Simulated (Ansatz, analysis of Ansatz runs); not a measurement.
# Barriers of 6 defect hops in Cs₃Li₂Cl₅ (Imm2)

What do single jumps of point defects cost in Cs₃Li₂Cl₅ (Imm2)? 6 of them are compared.

Plane-wave DFT (PBEsol) in Ansatz 0.2.0. For each hop both ends were relaxed and joined by a climbing-image band in a supercell, at fixed charge and with no image-charge correction. Cells with an odd electron count are spin-polarised. Left out are bands with an unsampled step, a second maximum, a lower structure on the way or a barrier under 0.03 eV, hosts that distort, and hops whose barrier moves by over a quarter on a mesh of more points; some further systems are held out of this collection. These are calculated values, not measurements.

### 1. The hops

A hop between unlike places has two barriers. The larger one, the climb from the lower place, is used for the ranking. Forward is the direction in which the atom was set to move. A move is called local where the atom goes under 2 Å and keeps its one covalent partner, or under 1.7 Å into a vacancy: alone, such a move is unlikely to carry an atom through the crystal.

```csv
hop,charge,kind,largest displacement of an atom (Å),forward (eV),backward (eV),host atoms,k-points,core time
V_Cs hop,0,jump,3.52,0.29,0.40,60,"one point at (¼, ¼, ¼)",23 min
V_Cs hop,−1,jump,3.48,0.30,0.43,60,"one point at (¼, ¼, ¼)",10 min
V_Cl hop,+1,jump,3.56,0.59,0.45,60,"one point at (¼, ¼, ¼)",13 min
V_Li hop,−1,jump,3.90,0.67,0.66,60,"one point at (¼, ¼, ¼)",15 min
V_Li hop,0,jump,3.79,0.68,0.67,60,"one point at (¼, ¼, ¼)",43 min
V_Cl hop,0,jump,3.68,1.24,1.27,60,"one point at (¼, ¼, ¼)",21 min
```

### 2. The surroundings of the moving atom

For the atom that moves farthest (on an interstitialcy path it can be the one pushed off its site), the atoms within 15 % of the nearest distance describe the place that it leaves and the one that it passes.

```csv
hop,charge,at the start,at the top,larger barrier (eV)
V_Cs hop,0,8 Cl at 3.40 to 3.73 Å,4 Cl at 3.19 to 3.23 Å,0.40
V_Cs hop,−1,8 Cl at 3.40 to 3.74 Å,4 Cl at 3.19 to 3.22 Å,0.43
V_Cl hop,+1,1 Li at 2.28 Å,1 Li at 2.22 Å,0.59
V_Li hop,−1,4 Cl at 2.32 to 2.41 Å,2 Cl at 2.23 Å,0.67
V_Li hop,0,4 Cl at 2.31 to 2.39 Å,3 Cl at 2.22 to 2.52 Å,0.68
V_Cl hop,0,1 Li at 2.32 Å,1 Li at 2.21 Å,1.27
```

### 3. Checks on the paths found

Single points at start, top and end test the sampling and the functional without new bands. The modes of the moving atom, with the host held, give a rough attempt frequency.

Forward barriers in eV:

```csv
hop,charge,band,mesh of more points,r2SCAN,attempt frequency (THz)
V_Cs hop,0,0.29,0.29,0.45,0.6
V_Cs hop,−1,0.30,0.30,0.46,0.7
V_Cl hop,+1,0.59,0.59,0.76,1.7
V_Li hop,−1,0.67,0.67,0.76,8.3
V_Li hop,0,0.68,0.68,0.76,7.8
V_Cl hop,0,1.24,1.21,1.60,1.8
```

### 4. Results

* larger barrier, V_Cs hop, charge 0: 0.40 eV
* larger barrier, V_Cs hop, charge minus 1: 0.43 eV
* larger barrier, V_Cl hop, charge plus 1: 0.59 eV
* larger barrier, V_Li hop, charge minus 1: 0.67 eV
* larger barrier, V_Li hop, charge 0: 0.68 eV
* larger barrier, V_Cl hop, charge 0: 1.27 eV

In words: Of the jumps kept, the larger barrier is lowest for V_Cs hop at charge 0 (0.40 eV) and highest for V_Cl hop at charge 0 (1.27 eV). By element, the lowest of these is 0.40 eV for Cs, 0.59 eV for Cl and 0.67 eV for Li. With an assumed prefactor of 1e13 per second, one uphill hop a second along one path needs about 160 K for V_Cs hop (0) and 490 K for V_Cl hop (0). Of the paths run at two charges, V_Cl hop changes most, by the larger barrier: 0.59 eV at +1 and 1.27 eV at 0. Whether the added carriers are bound to the defect, and whether each charge is stable, wasn't tested. On the 6 checked, the second mesh moves a barrier by up to 0.03 eV, so hops closer than that aren't ranked. For bands at (¼, ¼, ¼) the second mesh holds only that point and its sign variants, which is a weak test. r2SCAN changes 6 forward barriers by 0.08 to 0.36 eV. These are barriers of single jumps: diffusion also needs the defects, whose formation energies aren't counted here, and a chain of jumps that crosses the crystal. Other paths weren't searched, and for 6 of the 6 hops the top wasn't tested as a first-order saddle. Periodic copies stand 11.5 Å apart or more.

[Logs are printed without paths, hosts, clocks, repeated set-up lines and the standing remarks that a program may print on its own settings, such as how far it seeks lower states.]

[Hosts, paths, dates, database ids (printed as entryN), source tags and the programs' standing remarks are cut or masked in the printed files.]
